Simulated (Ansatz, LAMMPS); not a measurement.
# Gap against volume in glassy 77SiO2-6B2O3-8CaO-8MgO (mol %) (142 atoms)

Density of this cell: 2.32 g/cm³. The cell holds 142 atoms: 37 Si, 6 B, 4 Ca, 4 Mg and 91 O. Its edges and angles: a = 12.679 Å, b = 12.955 Å, c = 12.307 Å, α = 89.8°, β = 90.1°, γ = 88.7°. The starting structure: 142 atoms (37 Si, 6 B, 4 Ca, 4 Mg, 91 O) placed at random at 2.31 g/cm³, melted at 3000 K for 20 ps at fixed volume with the Buckingham and Coulomb pair potential of Guillot and Sator (Geochim. Cosmochim. Acta 71, 1249 (2007)) with the boron terms of Wang et al. (J. Non-Cryst. Solids 498, 294 (2018)). Quenched from 3000 K to 300 K at 10 K/ps and fixed volume, held 10 ps at zero pressure.

Calculated with Ansatz 0.2.0: Kohn-Sham DFT, PBE, PAW (set soft_2), plane waves; cutoff 420 eV, Γ point, fixed occupations. The relaxed cell was scaled evenly and the atoms were relaxed at each volume. The gap is that between the highest filled and the lowest empty Kohn-Sham level on the run's k-points.

```
volume (Å³/atom)  gap (eV)
          12.809               4.046
          13.378               3.942
          13.805               3.867
          14.232               3.784
          14.659                   ?
          15.086               3.615
```

Task: Fit a straight line in ln V to the rows given and interpolate to the withheld row.

**Working.**

A volume deformation potential makes the spacing linear in u = ln(V/V0), with V0 = 14.232 Å³ the relaxed volume; v is the spacing.

```
u = ln(V/V0)  v (eV)
   -0.105361  4.0461
  -0.0618752  3.9422
  -0.0304593  3.8674
           0  3.7844
   0.0582689  3.6146
```

With n = 5: mean u = -0.0278853, mean v = 3.85094, Σ(u − ū)² = 0.015364, Σ(u − ū)(v − v̄) = -0.040482. Slope b = -0.040482 / 0.015364 = -2.6347; intercept a = v̄ − b ū = 3.7775.

At the withheld volume u = 0.02956, and v = a + b u.

Prediction at 14.659: 3.700 eV. The run gave 3.702 eV, so the fit is low by 0.0023 eV (0.062 % of the value).

The slope, -2.63 eV, says that the spacing narrows on expansion. Among the rows given, the largest miss of the fit is at 13.805, by 0.0097 eV (2.2 % of the range of the table).

Limits: The table spans 16 % in volume, wide for a linear law. Semilocal functionals tend to put gaps under measured ones. Only the Γ point is sampled. Atoms move by up to 0.6 Å in these relaxations, so the structure changes along the series. Defect or tail levels can set the spacing of a disordered cell.

[Logs are printed without paths, hosts, clocks, repeated set-up lines and the standing remarks that a program may print on its own settings, such as how far it seeks lower states.]

[Hosts, paths, dates, database ids (printed as entryN), source tags and the programs' standing remarks are cut or masked in the printed files.]
